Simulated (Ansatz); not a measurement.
## Antimonene bilayer (AB) in a perpendicular field

What dipole does a perpendicular field induce in the antimonene bilayer (AB), and does the gap follow? A positive field points along +c.

Calculated with Ansatz 0.2.0; plane-wave DFT, PBE-D3(BJ), Ansatz PAW.

## 1. The structure

The cell holds 4 atoms: 4 Sb. Its edges and angles: a = 4.120 Å, b = 4.120 Å, c = 43.600 Å, α = 90.0°, β = 90.0°, γ = 120.0°. Regions: layer 1: antimonene, 2 atoms (2 Sb); layer 2: antimonene, 2 atoms (2 Sb). Vacuum lies along c.

## 2. Relaxing the slab

The starting cell is a guess, so the in-plane lattice and the atoms are relaxed first, with the slab cut off from its images along the normal.

File input.yaml:

```yaml
crystal:
  lattice:
    - [4.12, 0.0, 0.0]
    - [-2.06, 3.5680246636, 0.0]
    - [0.0, 0.0, 43.5999999986]
  atoms:
    - { symbol: Sb, position: [0.6666666667, 0.3333333333, 0.4277522936] }
    - { symbol: Sb, position: [0.3333333333, 0.6666666667, 0.4655963303] }
    - { symbol: Sb, position: [0.0, 0.0, 0.5344036697] }
    - { symbol: Sb, position: [0.6666666667, 0.3333333333, 0.5722477064] }
  periodic: [true, true, false]
kpoints:
  mp_grid: { grid: [12, 12, 1] }
hamiltonian:
  xc: pbe
  dispersion: d3bj
scf:
  occupations: { method: fermi_dirac, width: 0.05 }
  convergence: { dr2_threshold: 1.0e-09 }
relax:
  f_tol: 0.004
  max_steps: 90
  cell: {}
output:
  write_potential: true
  write_density: true
  volumetric_format: npy
```

Launch:

```
$ ansatz run input.yaml --threads 4 --pin off --max-ram 8192MiB --backend cpu --events-out ev --progress --plain --runs-dir out
```

Numbers of over 12 decimals in the logs are rounded to 6 here.

What it wrote:

```text
Warning: relax.cell: scf.convergence.dr2_threshold = 1e-9 eV is looser than the 1.50551394521e-10 eV advised for a relaxation that steers and ends on the stress (1e-10 eV for each atom of the cell: 4, times the square of relax.cell.stress_2d_tol = 0.05 N/m over 16.3 Å (the atoms' height at the walk's start and 5 Å past either face), 3.067e-2 GPa, over a crystal's default 0.05). What an SCF threshold leaves in a stress goes as its square root, and in the free energy as the threshold itself, and one threshold admits the most on a small cell: [figures from the program's tests cut] Set scf.convergence.dr2_threshold to 1.50551394521e-10 eV or tighter. [rest of the remark cut]
Engine: ansatz 0.2.0, x86_64-unknown-linux-gnu
Pseudopotentials: kind: paw
Pseudopotential: Sb, paw, valence charge 15, recommended cutoff 420 eV (normal), Sb.paw.azcp
Functional definition: PBE
  parameter kappa = 0.804
  parameter beta = 0.066725
  exchange = pbe_x(kappa = kappa, mu = beta*pi^2/3)
  correlation = pbe_c(beta = beta)
Crystal: 4 atoms, lattice volume = 640.931 Å³
Basis set: ecut = 420 eV, 12397 PW (Γ), exchange–correlation on 60×60×600 points (8 copies of the dense FFT grid, shifted against one another)
Bands: 36, of which v1, the nominal top of the filled ones, is band 30 counted from 1 (29 counted from 0)
Symmetry: 12 space group operations
Space group: P-3m1 (ITA 164), of the structure as read, at distance tolerance 8.6e-5 Å
k-points: 19 of 144
Non-local potential: Sb, projectors of the file, l = 0: 2, l = 1: 2, l = 2: 2, l = 3: 2
PAW form: soft (Blöchl's): semilocal exchange-correlation on the pseudo side does not see the compensation charge
PAW one-centre angular grid: Sb, 590 points (default); XC on 64 Gauss nodes
Initial density: superposition of atomic densities (neutral atoms: chi_scale 0, normalization atom), corrected by the library's trained network
Initial wavefunctions: pseudopotential atomic-orbital guess
Functional: x = pbe(κ = 0.804, μ = 0.219515), c = pbe(β = 0.066725)
SCF iter   1: F=—  HF=-25938.927112 eV  |F-HF|=—  |Δ(HF+E_count)|=         —  Δρ=6.91e-4  dr2=3.01e-3  ethr=1.77e-3  ⟨swp⟩=15.4  Hψ=4365  notcnv=0
preconditioner: auto → Resta (q_TF=auto, 1.838 Å⁻¹)  ε∞=1.8  [insulator: Δε(μ)=0.423 eV  Ē_g=7.318 eV  σ=0.050 eV  W_gap=0.97  n_scr=66 (ndim 8)  ℏωp=6.6 eV  f_vac=0.759  D(μ)=0.06/eV (n_scr^D=0)  ε∞_Penn≈1.8  vacuum switching on, ρ_ref=3.9e-3 e/Å³]
SCF iter   2: F=—  HF=-25938.923667 eV  |F-HF|=—  |Δ(HF+E_count)|=   3.45e-3  Δρ=3.96e-4  dr2=1.85e-3  ethr=5.01e-6  ⟨swp⟩=4.4  Hψ=2149  notcnv=0  defer=7
SCF iter   3: F=—  HF=-25938.924399 eV  |F-HF|=—  |Δ(HF+E_count)|=   7.32e-4  Δρ=2.67e-4  dr2=3.30e-3  ethr=3.08e-6  ⟨swp⟩=3.3  Hψ=1379  notcnv=0  defer=7
SCF iter   4: F=—  HF=-25938.924308 eV  |F-HF|=—  |Δ(HF+E_count)|=   9.14e-5  Δρ=1.04e-4  dr2=1.49e-4  ethr=3.08e-6  ⟨swp⟩=2.3  Hψ=799  notcnv=0  defer=7
SCF iter   5: F=—  HF=-25938.924374 eV  |F-HF|=—  |Δ(HF+E_count)|=   6.60e-5  Δρ=3.23e-5  dr2=6.13e-6  ethr=2.49e-7  ⟨swp⟩=2.9  Hψ=944  notcnv=0  defer=7
SCF iter   6: F=—  HF=-25938.924390 eV  |F-HF|=—  |Δ(HF+E_count)|=   1.64e-5  Δρ=6.17e-6  dr2=4.38e-7  ethr=1.02e-8  ⟨swp⟩=3.8  Hψ=1492  notcnv=0  defer=7
SCF iter   7: F=—  HF=-25938.924368 eV  |F-HF|=—  |Δ(HF+E_count)|=   2.18e-5  Δρ=1.30e-6  dr2=1.05e-8  ethr=7.30e-10  ⟨swp⟩=3.5  Hψ=1307  notcnv=0  defer=7
SCF iter   8: F=—  HF=-25938.924368 eV  |F-HF|=—  |Δ(HF+E_count)|=   4.17e-8  Δρ=3.88e-7  dr2=1.03e-9  ethr=1.74e-11  ⟨swp⟩=3.0  Hψ=1410  notcnv=0  defer=7
SCF iter   9: F=-25938.924368 eV  HF=-25938.924368 eV  |F-HF|=2.26e-10  |Δ(HF+E_count)|=  1.35e-10  Δρ=8.56e-8  dr2=4.16e-11  ethr=1.67e-12  ⟨swp⟩=11.1  Hψ=4575  notcnv=0
SCF 1 converged in 9 iterations: F = -25938.924368 eV  dr2 = 4.16e-11
  greatest PAW one-centre occupation: 0.996 electrons in one spin orbital (limit 2), on the Sb atom at site 2 (counted from 0), in its partial waves of l = 2
relax step   1: F+E_penalty+E_count = -25938.92436825 eV  Δ(F+E_penalty+E_count) = +0.000e0 eV  max|allowed force component| = 2.557e-1 eV/Å  Δτ_max = 0.0000 Å  P = -0.430 N/m  Ω = 640.931 Å³  fix = [c, alpha, beta]  reactions: c -0.000 N/m  (9 SCF iters, accepted)
Crystal: 4 atoms, lattice volume = 640.989 Å³
Initial density: handed on by an earlier stage of this run
Initial wavefunctions: those handed on with the density
iter 1 solved again at ethr=8.75e-5 eV; its pass at ethr=3.10e-3 eV (dr2=5.25e-2 eV) is discarded
SCF iter   1: F=—  HF=-25938.979609 eV  |F-HF|=—  |Δ(HF+E_count)|=         —  Δρ=3.60e-3  dr2=5.32e-2  ethr=8.75e-5  ⟨swp⟩=2.3  Hψ=4413  notcnv=0
preconditioner: auto → LDOS  [insulator: Δε(μ)=0.220 eV  Ē_g=7.515 eV  σ=0.050 eV  W_gap=0.80  n_scr=66 (ndim 8)  ℏωp=6.6 eV  f_vac=0.768  D(μ)=0.40/eV (n_scr^D=4)  ε∞_Penn≈1.8  β→1.0]
SCF iter   2: F=—  HF=-25938.992182 eV  |F-HF|=—  |Δ(HF+E_count)|=   1.26e-2  Δρ=1.17e-3  dr2=1.05e-1  ethr=8.75e-5  ⟨swp⟩=3.8  Hψ=1400  notcnv=0
SCF iter   3: F=—  HF=-25938.986394 eV  |F-HF|=—  |Δ(HF+E_count)|=   5.79e-3  Δρ=1.07e-3  dr2=6.57e-2  ethr=8.75e-5  ⟨swp⟩=4.7  Hψ=1590  notcnv=0
SCF iter   4: F=—  HF=-25938.980058 eV  |F-HF|=—  |Δ(HF+E_count)|=   6.34e-3  Δρ=3.93e-4  dr2=9.45e-3  ethr=8.75e-5  ⟨swp⟩=2.0  Hψ=850  notcnv=0
SCF iter   5: F=—  HF=-25938.978856 eV  |F-HF|=—  |Δ(HF+E_count)|=   1.20e-3  Δρ=1.06e-4  dr2=6.81e-4  ethr=1.57e-5  ⟨swp⟩=2.2  Hψ=868  notcnv=0
SCF iter   6: F=—  HF=-25938.978771 eV  |F-HF|=—  |Δ(HF+E_count)|=   8.45e-5  Δρ=1.63e-5  dr2=1.34e-5  ethr=1.14e-6  ⟨swp⟩=2.4  Hψ=933  notcnv=0
SCF iter   7: F=—  HF=-25938.978774 eV  |F-HF|=—  |Δ(HF+E_count)|=   2.88e-6  Δρ=2.52e-6  dr2=1.35e-7  ethr=2.23e-8  ⟨swp⟩=3.2  Hψ=1281  notcnv=0
SCF iter   8: F=—  HF=-25938.978753 eV  |F-HF|=—  |Δ(HF+E_count)|=   2.14e-5  Δρ=7.25e-7  dr2=1.14e-8  ethr=2.25e-10  ⟨swp⟩=3.5  Hψ=1429  notcnv=0
SCF iter   9: F=-25938.978753 eV  HF=-25938.978753 eV  |F-HF|=1.35e-9  |Δ(HF+E_count)|=   7.21e-9  Δρ=1.72e-7  dr2=6.60e-10  ethr=1.67e-12  ⟨swp⟩=10.5  Hψ=5755  notcnv=0
SCF 2 converged in 9 iterations: F = -25938.978753 eV  dr2 = 6.60e-10
relax step   2: F+E_penalty+E_count = -25938.97875276 eV  Δ(F+E_penalty+E_count) = -5.438e-2 eV  max|allowed force component| = 3.368e-1 eV/Å  Δτ_max = 0.1922 Å  P = +0.899 N/m  Ω = 640.989 Å³  energy of the carried Pulay correction = -2.168e-6 eV  fix = [c, alpha, beta]  reactions: c +0.000 N/m  (9 SCF iters, accepted)
Crystal: 4 atoms, lattice volume = 644.360 Å³
Basis set: ecut = 420 eV, 12421 PW (Γ), exchange–correlation on 60×60×600 points (8 copies of the dense FFT grid, shifted against one another)
[...]
SCF iter   6: F=—  HF=-25939.022833 eV  |F-HF|=—  |Δ(HF+E_count)|=   2.23e-5  Δρ=1.44e-5  dr2=4.00e-6  ethr=3.39e-7  ⟨swp⟩=2.8  Hψ=914  notcnv=0
SCF iter   7: F=—  HF=-25939.022800 eV  |F-HF|=—  |Δ(HF+E_count)|=   3.25e-5  Δρ=2.67e-6  dr2=5.85e-8  ethr=6.67e-9  ⟨swp⟩=3.2  Hψ=1471  notcnv=0
SCF iter   8: F=—  HF=-25939.022800 eV  |F-HF|=—  |Δ(HF+E_count)|=   1.26e-7  Δρ=1.14e-6  dr2=1.36e-8  ethr=9.75e-11  ⟨swp⟩=3.2  Hψ=1461  notcnv=0
SCF iter   9: F=-25939.022800 eV  HF=-25939.022800 eV  |F-HF|=2.64e-9  |Δ(HF+E_count)|=   3.11e-9  Δρ=2.51e-7  dr2=5.25e-10  ethr=1.67e-12  ⟨swp⟩=11.5  Hψ=6008  notcnv=0
SCF 3 converged in 9 iterations: F = -25939.022800 eV  dr2 = 5.25e-10
relax step   3: F+E_penalty+E_count = -25939.02280045 eV  Δ(F+E_penalty+E_count) = -4.405e-2 eV  max|allowed force component| = 1.859e-1 eV/Å  Δτ_max = 0.1970 Å  P = +1.510 N/m  Ω = 644.360 Å³  energy of the carried Pulay correction = -1.288e-4 eV  fix = [c, alpha, beta]  reactions: c +0.000 N/m  (9 SCF iters, accepted)
[...]
relax step   4: F+E_penalty+E_count = -25939.03539065 eV  Δ(F+E_penalty+E_count) = -1.259e-2 eV  max|allowed force component| = 9.158e-3 eV/Å  Δτ_max = 0.0111 Å  P = +0.768 N/m  Ω = 650.633 Å³  energy of the carried Pulay correction = -3.627e-4 eV  fix = [c, alpha, beta]  reactions: c +0.000 N/m  (7 SCF iters, accepted)
[...]
relax step   5: F+E_penalty+E_count = -25939.04078818 eV  Δ(F+E_penalty+E_count) = -5.398e-3 eV  max|allowed force component| = 8.839e-2 eV/Å  Δτ_max = 0.0423 Å  P = +0.197 N/m  Ω = 663.371 Å³  energy of the carried Pulay correction = -8.307e-4 eV  fix = [c, alpha, beta]  reactions: c +0.000 N/m  (8 SCF iters, accepted)
[...]
relax step   6: F+E_penalty+E_count = -25939.04182818 eV  Δ(F+E_penalty+E_count) = -1.040e-3 eV  max|allowed force component| = 5.765e-3 eV/Å  Δτ_max = 0.0111 Å  P = -0.010 N/m  Ω = 663.960 Å³  energy of the carried Pulay correction = -8.521e-4 eV  fix = [c, alpha, beta]  reactions: c -0.000 N/m  (7 SCF iters, accepted)
[...]
relax step   7: F+E_penalty+E_count = -25939.04183513 eV  Δ(F+E_penalty+E_count) = -6.941e-6 eV  max|allowed force component| = 3.858e-3 eV/Å  Δτ_max = 0.0031 Å  P = -0.006 N/m  Ω = 663.775 Å³  energy of the carried Pulay correction = -8.454e-4 eV  fix = [c, alpha, beta]  reactions: c -0.000 N/m  (6 SCF iters, accepted)
Initial wavefunctions: pseudopotential atomic-orbital guess (no wavefunctions were taken with the density)
iter 1 solved again at ethr=1.42e-6 eV; its pass at ethr=3.10e-3 eV (dr2=8.53e-4 eV) is discarded
SCF iter   1: F=—  HF=-25939.042816 eV  |F-HF|=—  |Δ(HF+E_count)|=         —  Δρ=1.40e-5  dr2=1.93e-7  ethr=1.42e-6  ⟨swp⟩=4.7  Hψ=6684  notcnv=0
eigensolver tolerance schedule: the retry pair's looser diagonalisation over-reported the residual by 4421.02 of it (diagonalisation noise at an unbounded share of the residual, at the tolerance the schedule requests for it); recorded, not acted on — ethr = c·dr2/N_el stays at c = 1.0e-1
preconditioner: auto → LDOS  [insulator: Δε(μ)=0.196 eV  Ē_g=7.582 eV  σ=0.050 eV  W_gap=0.74  n_scr=78 (ndim 8)  ℏωp=6.4 eV  f_vac=0.777  D(μ)=0.51/eV (n_scr^D=4)  ε∞_Penn≈1.7  β→1.0]
SCF iter   2: F=—  HF=-25939.042627 eV  |F-HF|=—  |Δ(HF+E_count)|=   1.89e-4  Δρ=3.75e-6  dr2=7.79e-8  ethr=3.22e-10  ⟨swp⟩=5.2  Hψ=2212  notcnv=0
SCF iter   3: F=—  HF=-25939.042627 eV  |F-HF|=—  |Δ(HF+E_count)|=   8.07e-8  Δρ=7.62e-7  dr2=5.29e-9  ethr=1.30e-10  ⟨swp⟩=2.3  Hψ=1277  notcnv=0
SCF iter   4: F=—  HF=-25939.042627 eV  |F-HF|=—  |Δ(HF+E_count)|=   3.76e-8  Δρ=4.55e-7  dr2=1.45e-8  ethr=1.67e-12  ⟨swp⟩=18.2  Hψ=5827  notcnv=0
SCF iter   5: F=-25939.042627 eV  HF=-25939.042627 eV  |F-HF|=1.49e-10  |Δ(HF+E_count)|=   1.32e-9  Δρ=9.26e-8  dr2=6.31e-11  ethr=1.67e-12  ⟨swp⟩=8.8  Hψ=4444  notcnv=0
SCF 8 converged in 5 iterations: F = -25939.042627 eV  dr2 = 6.31e-11
relax step   8: F+E_penalty+E_count = -25939.04262670 eV  Δ(F+E_penalty+E_count) = -7.916e-4 eV  max|allowed force component| = 3.805e-3 eV/Å  Δτ_max = 0.0000 Å  P = -0.010 N/m  Ω = 663.775 Å³  fix = [c, alpha, beta]  reactions: c -0.000 N/m  stress off target by 1.02e-2 N/m on what of the cell is left free  SCF on the basis re-selected at this cell (its energy is not comparable with the rows above)  (5 SCF iters)
basis re-selected at this cell: Δ(F+E_penalty+E_count) = -7.916e-4 eV, ΔP = -0.004 N/m vs the last step (what re-selecting the basis moved, of the pressure what is left beyond the Pulay correction that the steps carried, after the strain that the cell walked since its last selection, with what the two solves' SCF thresholds leave and, on support functions, any second-order correction that the steps lacked; it is no m [...]
WARN: The output density's exchange-correlation potential varies sharply where the density is thin. Do not read a vacuum level from v_tot or v_xc, or from such a field of the output density. On a cell that repeats whose density bears no net charge and no dipole along the vacuum's axis use v_es (v_loc + v_h of the components); under efield.dipole_correction with no amplitude use v_es + v_field, which holds any externa [...]
SCF converged after 5 iterations
Free energy (F): -25939.042627 eV
Harris-Foulkes:  -25939.042627 eV  (|F-HF|=1.49e-10)
Internal energy: -25939.037955 eV  (E = F + TS)
E sigma→0 (E₀):  -25939.040291 eV
Entropy (-TS):   -0.004672 eV (-1.168 meV/atom)
Fermi energy:    -3.911568 eV
--- Per-component energies (eV) ---
  E_band       = -1521.684076
  E_kinetic    = 826.931602
  E_local      = -186617.502505  (includes V_loc(G=0)·N_el)
  E_nonlocal   = 1448.727727
  E_hartree    = 92590.561013
  E_xc         = -552.798644
  E_vxc        = -383.521212  (∫ρ·V_xc dr)
  E_paw        = -18301.219405  (= ΣΔE_a)
  E_vpaw       = -1977.441677  (= ΣTr[D̂ρ^β])
  E_aug_tail   = -0.000006  (compensation charges beyond the density's cutoff)
  E_ewald      = 84667.613699
  E_disp       = -1.351435  (pairwise vdW)
  E_smearing   = -0.004672  (= −TS)
  E_closure    = 0.000000  (closes the sum)
  Σ components = -25939.042627   (vs F -25939.042627, Δ=0.00e0)
--- Forces (eV/Å), atoms counted from 1 ---
  atom   1  Sb    -0.00000000     0.00000000     0.00008830
  atom   2  Sb     0.00000000     0.00000000     0.00380458
  atom   3  Sb     0.00000000    -0.00000000    -0.00380458
  atom   4  Sb     0.00000000    -0.00000000    -0.00008830
  max |Σ_I F_I| component: 1.16e-18 eV/Å
--- 2D stress c σ (N/m, compression-positive) ---
       -0.010185       0.000000       0.000000
        0.000000      -0.010185       0.000000
        0.000000       0.000000       0.000000
  P = ½ c Tr σ = -0.0102 N/m
--- Band table (eV; the first three rows and the last of 19) ---
  k-point 0: bands = [... 26 lower, -5.3822, -5.0779, -5.0779, -4.3110, -3.7578, -2.9057, -2.9057, -2.0219, ... 2 higher]
  k-point 1: bands = [... 26 lower, -5.6193, -5.5543, -5.1429, -3.9940, -3.4559, -2.8617, -2.7580, -2.0461, ... 2 higher]
  k-point 2: bands = [... 26 lower, -6.0570, -5.6339, -5.3980, -4.6200, -3.1921, -2.4922, -2.4801, -1.7980, ... 2 higher]
  k-point 18: bands = [... 26 lower, -7.4250, -6.6507, -6.6507, -6.0734, -2.9168, -2.9168, -2.2244, -0.4466, ... 2 higher]
  the weakly bound empty levels are not read free of the cell's end (no_gap_told)
--- Relaxed structure (7 steps of the walk, 7 accepted, 1 SCFs on fresh bases) ---
  F+E_penalty+E_count = -25939.04262670 eV   max|allowed force component| = 3.805e-3 eV/Å   (the final SCF, on the basis selected at the relaxed cell)
  cell:  # Å, volume = 663.7750 Å³
    - [4.192778, 0.0, 0.0]
    - [-2.096389, 3.631052, 0.0]
    - [0.0, 0.0, 43.5999999986]
  atoms:
    - { symbol: Sb, position: [0.666667, 0.333333, 0.437077] }
    - { symbol: Sb, position: [0.333333, 0.666667, 0.473405] }
    - { symbol: Sb, position: [2.3129646340972122e-18, 1.3877787809430044e-17, 0.526595] }
    - { symbol: Sb, position: [0.666667, 0.333333, 0.562923] }
```

Elapsed: 2.3 min, on 4 threads of Intel Xeon at 2.50GHz (Skylake/Cascade Lake), shared host; peak memory 1.3 GiB.

The steps of the relaxation:

| step | energy less that of the first step (eV) | largest force component (eV/Å) | volume (Å³) |
| --- | --- | --- | --- |
| 1 | 0.0000 | 0.2557 | 640.93 |
| 2 | -0.0544 | 0.3368 | 640.99 |
| 3 | -0.0984 | 0.1859 | 644.36 |
| 4 | -0.1110 | 0.0092 | 650.63 |
| 5 | -0.1164 | 0.0884 | 663.37 |
| 6 | -0.1175 | 0.0058 | 663.96 |
| 7 | -0.1175 | 0.0039 | 663.77 |
| 8* | -0.1183 | 0.0038 | 663.77 |

Relaxation steps marked * repeat the geometry before them on a plane-wave basis chosen anew for their cell, so energy and pressure can jump there.

The run keeps the 12 symmetry operations that it works with, so distortions that break them were not tested.

| cell as run | before | after | change |
| --- | --- | --- | --- |
| a (Å) | 4.120 | 4.193 | +1.8 % |
| b (Å) | 4.120 | 4.193 | +1.8 % |

The atoms that moved most (Å, along periodic axes as changes of fractional coordinates times the final cell, across vacuum about the mean position):

| atom | dx | dy | dz | length |
| --- | --- | --- | --- | --- |
| Sb4 | 0.000 | 0.000 | -0.407 | 0.407 |
| Sb1 | 0.000 | 0.000 | 0.407 | 0.407 |
| Sb2 | 0.000 | 0.000 | 0.340 | 0.340 |
| Sb3 | 0.000 | 0.000 | -0.340 | 0.340 |

This step gave:

```yaml
energy_at_zero_smearing: -25939.0403 eV
```

The lattice constant a goes from 4.120 to 4.193 Å.

[end of part 1 of 3]

[Logs are printed without paths, hosts, clocks, repeated set-up lines and the standing remarks that a program may print on its own settings, such as how far it seeks lower states.]

[Hosts, paths, dates, database ids (printed as entryN), source tags and the programs' standing remarks are cut or masked in the printed files.]

[Maps of the electrostatic potential energy from Ansatz leave out the sawtooth potential of an applied field or a dipole correction, so their vacuum need not be flat; planar profiles and work functions include it.]
